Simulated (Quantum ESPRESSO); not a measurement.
# Magnetic state of NiSO4 from several starts

Wanted: the moments of NiSO4 and the energy of each order that was tried.

Main program and level: Quantum ESPRESSO 7.5; LDA with U = 6 eV on Ni d (ortho-atomic projectors); plane waves with GBRV 1.5 LDA potentials, no spin-orbit coupling.

This is a report of a sequence of runs, with most program output left out.

## (1) The structure

It takes space group Cmcm (No. 63, orthorhombic). The conventional cell has a = 5.155 Å, b = 7.842 Å, c = 6.338 Å, α = 90.00°, β = 90.00°, γ = 90.00°. Nearest to Ni lie 6 O at 1.99 to 2.05 Å. Nearest to S lie 4 O at 1.53 to 1.60 Å. Nearest to O lie 1 S at 1.53 Å and 1 Ni at 1.99 Å. Nearest to O lie 1 S at 1.60 Å and 2 Ni at 2.05 Å. Farther neighbours and most contacts between anions are not listed.

The cell comes from the Crystallography Open Database.

## (2) Start 1: ferro ++

The signs are those of the starting moments on the seeded atoms, the atoms that are given a moment.

The input, pw.in:

```
&CONTROL
  calculation = 'scf'
  prefix = 'pwscf'
  outdir = './tmp'
  pseudo_dir = './pseudo'
  disk_io = 'nowf'
/
&SYSTEM
  ibrav = 0
  celldm(1) = 8
  nat = 12
  ntyp = 3
  ecutwfc = 40
  ecutrho = 280
  nbnd = 65
  occupations = 'smearing'
  smearing = 'fd'
  degauss = 0.00367493
  nspin = 2
  starting_magnetization(1) = 0.1111
  starting_magnetization(2) = 0
  starting_magnetization(3) = 0
/
&ELECTRONS
  conv_thr = 2.4d-08
  electron_maxstep = 150
  mixing_beta = 0.3
/
ATOMIC_SPECIES
Ni     58.6934 ni_lda_v1.4.uspp.F.UPF
S      32.0600 s_lda_v1.4.uspp.F.UPF
O      15.9990 o_lda_v1.2.uspp.F.UPF
CELL_PARAMETERS alat
   0.6088461357779   -0.9262020168322    0.0000000000000
   0.6088461357779    0.9262020168322    0.0000000000000
   0.0000000000000    0.0000000000000    1.4971355222348
ATOMIC_POSITIONS crystal
Ni      0.0000000000    0.0000000000    0.0000000000
Ni      0.0000000000    0.0000000000    0.5000000000
S       0.6400000000    0.3600000000    0.2500000000
S       0.3600000000    0.6400000000    0.7500000000
O       0.7500000000    0.2500000000    0.0500000000
O       0.2500000000    0.7500000000    0.5500000000
O       0.2500000000    0.7500000000    0.9500000000
O       0.7500000000    0.2500000000    0.4500000000
O       0.7700000000    0.7300000000    0.2500000000
O       0.2300000000    0.2700000000    0.7500000000
O       0.7300000000    0.7700000000    0.7500000000
O       0.2700000000    0.2300000000    0.2500000000
K_POINTS automatic
6 6 6 0 0 0
HUBBARD {ortho-atomic}
U Ni-3d 6.0000
```

Started as:

```
> OMP_NUM_THREADS=1 mpirun -n 4 pw.x -nk 4 -in pw.in > pw.out
```

The job ended after 1.8 min (4 MPI ranks of AMD EPYC 9R14 (Zen 4), shared host; peak memory 1.2 GiB).

Spin moment in the atom's sphere by atom:

| atom | spin moment in the atom's sphere (μB) |
| --- | --- |
| Ni1 | 1.70 |
| Ni2 | 1.70 |
| S3 | 0.01 |
| S4 | 0.01 |
| O5 | 0.03 |
| O6 | 0.03 |
| O7 | 0.03 |
| O8 | 0.03 |
| O9 | 0.06 |
| O10 | 0.06 |
| O11 | 0.06 |
| O12 | 0.06 |

Numbers from this step:

| Item | Value |
| --- | --- |
| smearing term TS | 3.62e-12 eV |
| magnetization | 4 μB |
| absolute magnetization | 4.077 μB |
| final state | ferromagnetic |

## (3) Run 2 (antiferro +−)

Changes to pw.in since step 2:

```diff
@@ -11,6 +11,6 @@
   nat = 12
-  ntyp = 3
+  ntyp = 4
   ecutwfc = 40
   ecutrho = 280
-  nbnd = 65
+  nbnd = 63
   occupations = 'smearing'
@@ -20,4 +20,5 @@
   starting_magnetization(1) = 0.1111
-  starting_magnetization(2) = 0
+  starting_magnetization(2) = -0.1111
   starting_magnetization(3) = 0
+  starting_magnetization(4) = 0
 /
@@ -29,3 +30,4 @@
 ATOMIC_SPECIES
-Ni     58.6934 ni_lda_v1.4.uspp.F.UPF
+Ni1    58.6934 ni_lda_v1.4.uspp.F.UPF
+Ni2    58.6934 ni_lda_v1.4.uspp.F.UPF
 S      32.0600 s_lda_v1.4.uspp.F.UPF
@@ -37,4 +39,4 @@
 ATOMIC_POSITIONS crystal
-Ni      0.0000000000    0.0000000000    0.0000000000
-Ni      0.0000000000    0.0000000000    0.5000000000
+Ni1     0.0000000000    0.0000000000    0.0000000000
+Ni2     0.0000000000    0.0000000000    0.5000000000
 S       0.6400000000    0.3600000000    0.2500000000
@@ -52,2 +54,3 @@
 HUBBARD {ortho-atomic}
-U Ni-3d 6.0000
+U Ni1-3d 6.0000
+U Ni2-3d 6.0000
```

Elapsed: 2.4 min, on 4 MPI ranks; peak memory 1.3 GiB; 9.7 min of CPU time.

Spin moment in the atom's sphere by atom:

| atom | spin moment in the atom's sphere (μB) |
| --- | --- |
| Ni1 | 1.69 |
| Ni2 | -1.69 |
| S3 | 0.00 |
| S4 | 0.00 |
| O5 | 0.01 |
| O6 | -0.01 |
| O7 | 0.01 |
| O8 | -0.01 |
| O9 | 0.00 |
| O10 | 0.00 |
| O11 | 0.00 |
| O12 | 0.00 |

This step gave:

- smearing term TS: 5.29e-14 eV
- magnetization: 0 μB
- absolute magnetization: 3.838 μB
- final state: antiferromagnetic

## (4) The states side by side

An order is kept where moments of 0.15 μB or more survive with the typed signs; meshes match where a doubled cell samples the same k points as the first cell.

Orders:

| start | final state | typed order kept | energy over the lowest (meV a seeded atom) | largest site moment (μB) | net moment (μB a cell of the first run) | mesh matched | CPU time (s) |
| --- | --- | --- | --- | --- | --- | --- | --- |
| ferro ++ | ferromagnetic | yes | 17.98 | 1.698 | 4 | yes | 440.7 |
| antiferro +- | antiferromagnetic | yes | 0 | 1.687 | 0 | yes | 580.8 |

## (5) The lowest state again, with its states saved

Changes to pw.in since step 3:

```diff
@@ -5,3 +5,3 @@
   pseudo_dir = './pseudo'
-  disk_io = 'nowf'
+  disk_io = 'low'
 /
@@ -14,3 +14,3 @@
   ecutrho = 280
-  nbnd = 63
+  nbnd = 67
   occupations = 'smearing'
```

Run time: 2.7 min. Hardware: 4 MPI ranks; peak memory 1.3 GiB; 11 min of CPU time.

This step gave:

* smearing term TS: 3.29e-12 eV
* magnetization: 0 μB
* absolute magnetization: 3.838 μB
* final state: antiferromagnetic
* largest moment: 1.687 μB

## (6) Another way to count moments

projwfc.x projects the saved states on orthogonalised atomic orbitals of the pseudopotential files.

It took 5.4 s on 4 MPI ranks; peak memory 0.45 GiB.

| atom | moment in the sphere (μB) | Löwdin moment (μB) | Löwdin charge (e) |
| --- | --- | --- | --- |
| Ni1 | 1.687 | 1.736 | 17.640 |
| Ni2 | -1.687 | -1.736 | 17.640 |
| S3 | 0.000 | 0.000 | 3.689 |
| S4 | 0.000 | 0.000 | 3.689 |
| O5 | 0.014 | 0.021 | 6.575 |
| O6 | -0.014 | -0.021 | 6.575 |
| O7 | 0.014 | 0.021 | 6.575 |
| O8 | -0.014 | -0.021 | 6.575 |
| O9 | 0.000 | 0.000 | 6.510 |
| O10 | 0.000 | 0.000 | 6.510 |
| O11 | 0.000 | 0.000 | 6.510 |
| O12 | 0.000 | 0.000 | 6.510 |

## (7) Occupations of the corrected shells in the lowest state

Occupations of the Hubbard shells:

| block | type | shell | spin | electrons | occupation numbers |
| --- | --- | --- | --- | --- | --- |
| 1 | Ni1 | 3d | up | 4.969 | 0.989 0.994 0.994 0.996 0.996 |
| 1 | Ni1 | 3d | down | 3.241 | 0.129 0.139 0.987 0.992 0.992 |
| 2 | Ni2 | 3d | up | 3.241 | 0.129 0.139 0.987 0.992 0.992 |
| 2 | Ni2 | 3d | down | 4.969 | 0.989 0.994 0.994 0.996 0.996 |

## (8) Summary of results

```
lowest state found      : antiferromagnetic (from antiferro +-)
largest site moment     : 1.69 μB
next state with moments : ferromagnetic, 18.0 meV a seeded atom higher
```

In words: The largest moment reads 1.69 μB in the sphere and 1.74 μB by Löwdin projection; a site moment hangs on how space is shared out. This is the lowest of 2 collinear or spinless starts, no proof of the ground state.

[Logs and program files are shortened in this print: banners, set-up blocks, solver, clock and traceback lines can be left out without a mark of their own.]

[Logs are printed without paths, hosts, clocks, repeated set-up lines and the standing remarks that a program may print on its own settings, such as how far it seeks lower states.]

[Hosts, paths, dates, database ids (printed as entryN), source tags and the programs' standing remarks are cut or masked in the printed files.]

[Where a cell is said to come from a database of computed structures, the database is the Materials Project.]
